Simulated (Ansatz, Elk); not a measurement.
## Bonding as seen by X-rays: K2MoCl4

Structure refinements treat a crystal as free atoms side by side. For a made-up structure of K2MoCl4 (cell and positions from a PBE relaxation) the runs below show what the calculated density changes in F(hkl).

Program: Elk 11.2.3 (patched build). Level of theory: DFT, PBE, all-electron APW+lo, Dirac cores, scalar-relativistic bands, static density, no spin. Results are calculated unless marked as measured.

This account leaves out most program logs.

The structure was built from a prototype and need not be the compound's stable phase.

### 1. Set-up

The structure is tetragonal, space group P4/mmm (No. 123). Conventional cell: a = 7.537 Å, b = 7.537 Å, c = 3.488 Å, α = 90.00°, β = 90.00°, γ = 90.00°. Mo has 4 Cl at 2.42 Å nearest. Nearest to K lie 8 Cl at 3.19 Å and 2 K at 3.49 Å. Nearest to Cl lie 1 Mo at 2.42 Å and 4 K at 3.19 Å. Farther neighbours and most contacts between anions are not listed.

### 2. Ground state and structure factors

An all-electron density is needed, since X-rays see the cores too. Task 0 finds the density and task 195 Fourier-transforms it; tshift is off so that phases refer to the origin typed.

The input, elk.in:

```
tasks
  0
  195

xctype
  20

spinpol
  .false.

rgkmax
  7.0

gmaxvr
  14.0

lmaxo
  7

lmaxapw
  8

swidth
  0.002

tshift
  .false.

ramdisk
  .false.

hmaxvr
  5.5

maxscl
  120

epspot
  1e-06

sppath
  './'

avec
  14.24369879658 -0.00000000000 0.00000000000
  -0.00000000000 14.24369879658 0.00000000000
  0.00000000000 0.00000000000 6.59088522083

atoms
  3
  'Mo.in'
  1
  0.0000000000 0.0000000000 0.0000000000   0.000000 0.000000 0.000000
  'K.in'
  2
  0.5000000000 0.0000000000 0.5000000000   0.000000 0.000000 0.000000
  0.0000000000 0.5000000000 0.5000000000   0.000000 0.000000 0.000000
  'Cl.in'
  4
  0.2265940776 0.7734059224 0.0000000000   0.000000 0.000000 0.000000
  0.7734059224 0.7734059224 0.0000000000   0.000000 0.000000 0.000000
  0.7734059224 0.2265940776 0.0000000000   0.000000 0.000000 0.000000
  0.2265940776 0.2265940776 0.0000000000   0.000000 0.000000 0.000000

ngridk
  3 3 7
```

Launch:

```console
$ OMP_NUM_THREADS=4 elk
```

Elapsed: 41 s, on 4 threads of INTEL XEON PLATINUM 8581C at 2.10GHz (Emerald Rapids), shared host; peak memory 0.32 GiB.

SFACRHO.OUT:

```text

h k l indices transformed by vhmat matrix:
   1.000000000       0.000000000       0.000000000    
   0.000000000       1.000000000       0.000000000    
   0.000000000       0.000000000       1.000000000    

      h      k      l  multipl.   |H|            Re(F)            Im(F)           |F|

      0      0      0      1   0.0000000       148.00000      0.69989721E-16   148.00000    
      1      0      0      4  0.44112034       49.924738      0.23196345E-14   49.924738    
     -1      1      0      4  0.62383837       6.3281051     -0.20582454E-14   6.3281051    
      0     -2      0      4  0.88224069       13.381987     -0.75388123E-14   13.381987    
      0      0      1      2  0.95331433       60.887771      0.32956337E-14   60.887771    
     -1     -2      0      8  0.98637507       28.098842     -0.23196345E-14   28.098842    
      0     -1      1      8   1.0504263       43.059932      -0.0000000       43.059932    
      1      1     -1      8   1.1392904       64.746902      0.34794518E-14   64.746902    
      2      2      0      4   1.2476767       107.63842     -0.28995432E-13   107.63842    
      2      0     -1      8   1.2989060      -41.356317      0.98584468E-14   41.356317    
      0      3      0      4   1.3233610       12.350264     -0.92785382E-14   12.350264    
     -1      2      1     16   1.3717667       25.913760      0.23196345E-14   25.913760    
     -1      3      0      8   1.3949450       2.8117806     -0.21456620E-13   2.8117806    
      2      2      1      8   1.5701928       46.054625     -0.13917807E-13   46.054625    
      3     -2      0      8   1.5904820       49.049431     -0.18557076E-13   49.049431    
      0      3     -1      8   1.6309790       12.233070      0.23196345E-13   12.233070    
     -1      3     -1     16   1.6895798       52.111121      0.16817350E-13   52.111121    
      0      4      0      4   1.7644814       87.763122     -0.20876711E-13   87.763122
```

Elk indexes on the primitive cell of elk.in and gives |H| = 4π sin θ/λ in inverse bohr. Below, one row stands for each form hkl of the conventional cell (m members, Friedel mates merged), F is for one primitive cell and the density is static (no thermal factor). Free-atom factors are Waasmaier and Kirfel's, and R is Σm||F|−|F'||/Σm|F|.

| hkl | m | sin θ/λ (Å⁻¹) | abs F, DFT | neutral atoms | diff. |
| --- | --- | --- | --- | --- | --- |
| 100 | 4 | 0.066 | 49.925 | 49.835 | +0.090 |
| 110 | 4 | 0.094 | 6.328 | 6.503 | -0.175 |
| 200 | 4 | 0.133 | 13.382 | 14.109 | -0.727 |
| 001 | 2 | 0.143 | 60.888 | 60.638 | +0.249 |
| 210 | 8 | 0.148 | 28.099 | 28.315 | -0.216 |
| 101 | 8 | 0.158 | 43.060 | 43.250 | -0.190 |
| 111 | 8 | 0.171 | 64.747 | 65.006 | -0.259 |
| 220 | 4 | 0.188 | 107.638 | 107.354 | +0.284 |
| 201 | 8 | 0.195 | 41.356 | 40.758 | +0.598 |
| 300 | 4 | 0.199 | 12.350 | 12.698 | -0.348 |
| 211 | 16 | 0.206 | 25.914 | 26.233 | -0.320 |
| 310 | 8 | 0.210 | 2.812 | 2.884 | -0.072 |
| 221 | 8 | 0.236 | 46.055 | 46.276 | -0.221 |
| 320 | 8 | 0.239 | 49.049 | 49.036 | +0.013 |

### 3. The highest occupied states alone

An energy window below the Fermi level keeps the highest occupied states, to see at which angles they scatter; shallow core shells can lie inside it and anion s states outside. No new self-consistency is needed.

elk.in, as its differences from that of step 2:

```diff
@@ -1,3 +1,2 @@
 tasks
-  0
   195
@@ -40,2 +39,5 @@
 
+wsfac
+  -0.325950 0.415040
+
 sppath
```

Launch:

```console
$ OMP_NUM_THREADS=4 elk
```

The job ended after 18 s (4 threads; peak memory 0.22 GiB; 20 s of CPU time).

States within 12 eV below the Fermi level hold 28.00 electrons; any levels below the window count with the cores. Their amplitudes can exceed the total, where window and core parts have opposite phase:

| hkl | sin θ/λ (Å⁻¹) | abs F, window | abs F, all |
| --- | --- | --- | --- |
| 100 | 0.066 | 7.336 | 49.925 |
| 110 | 0.094 | 3.887 | 6.328 |
| 200 | 0.133 | 9.520 | 13.382 |
| 001 | 0.143 | 13.893 | 60.888 |
| 210 | 0.148 | 0.880 | 28.099 |
| 101 | 0.158 | 3.337 | 43.060 |
| 111 | 0.171 | 1.829 | 64.747 |
| 220 | 0.188 | 8.901 | 107.638 |
| 201 | 0.195 | 5.731 | 41.356 |
| 300 | 0.199 | 1.437 | 12.350 |

### 4. Another functional

The difference from free atoms is small, so it is set against the change that LDA (Perdew-Wang) makes.

elk.in, as its differences from that of step 3:

```diff
@@ -1,2 +1,3 @@
 tasks
+  0
   195
@@ -4,3 +5,3 @@
 xctype
-  20
+  3
 
@@ -39,5 +40,2 @@
 
-wsfac
-  -0.325950 0.415040
-
 sppath
```

Launch:

```console
$ OMP_NUM_THREADS=4 elk
```

Elapsed: 28 s, on 4 threads; peak memory 0.29 GiB.

Against the first run R = 0.05 %; the largest change is -0.129 at 220.

### 5. Basis size

A smaller basis shows how fast F responds to it; the change is likely larger than the basis error of the first run, but doesn't show convergence.

elk.in, as its differences from that of step 4:

```diff
@@ -5,3 +5,3 @@
 xctype
-  3
+  20
 
@@ -11,3 +11,3 @@
 rgkmax
-  7.0
+  5.5
```

Launch:

```console
$ OMP_NUM_THREADS=4 elk
```

It took 33 s on 4 threads; peak memory 0.28 GiB; 61 s of CPU time.

Against the first run R = 0.08 %; the largest change is -0.114 at 002.

### 6. Settings against the effect

| run | R against the first run (%) | R against neutral atoms, low angle (%) | wall time |
| --- | --- | --- | --- |
| PBE, rgkmax 7 | 0.00 | 0.50 | 41 s |
| LDA (Perdew-Wang) | 0.05 | 0.48 | 28 s |
| rgkmax 5.5 | 0.08 | 0.55 | 33 s |

### 7. Summary of results

| Property | Result |
| --- | --- |
| R against neutral atoms, sin θ/λ < 0.3 Å⁻¹ | 0.50 % |
| R against neutral atoms, 0.3 to 0.62 Å⁻¹ | 0.30 % |

What this shows: Independent neutral atoms miss the calculated amplitudes by R = 0.50 % below 0.3 Å⁻¹ and 0.30 % from there to 0.62 Å⁻¹; by shells, 0.99 % below 0.15 Å⁻¹ (5 forms), 0.45 % 0.15 to 0.3 (18 forms), 0.39 % 0.3 to 0.45 (42 forms), 0.25 % above 0.45 (84 forms). Bonding, aspherical density and the tables' own atoms all enter these figures, and the runs don't part them. The largest change of an amplitude is -0.73 electrons, at 200. The window's part falls from 28.0 electrons at the origin to at most 0.50 between 0.45 and 0.62 Å⁻¹. Below 0.3 Å⁻¹ the changes that finished (LDA (Perdew-Wang) and rgkmax 5.5) move F by R = 0.09 % at most, against the 0.50 % that separates it from free atoms. The k-mesh has no finished test. These runs have no spin, though d or f shells may be open. Part of the difference isn't bonding: the tables are fits to free atoms and ions calculated by other methods than this functional. Thermal motion, anomalous dispersion and extinction are left out.

[Logs are printed without paths, hosts, clocks, repeated set-up lines and the standing remarks that a program may print on its own settings, such as how far it seeks lower states.]

[Hosts, paths, dates, database ids (printed as entryN), source tags and the programs' standing remarks are cut or masked in the printed files.]
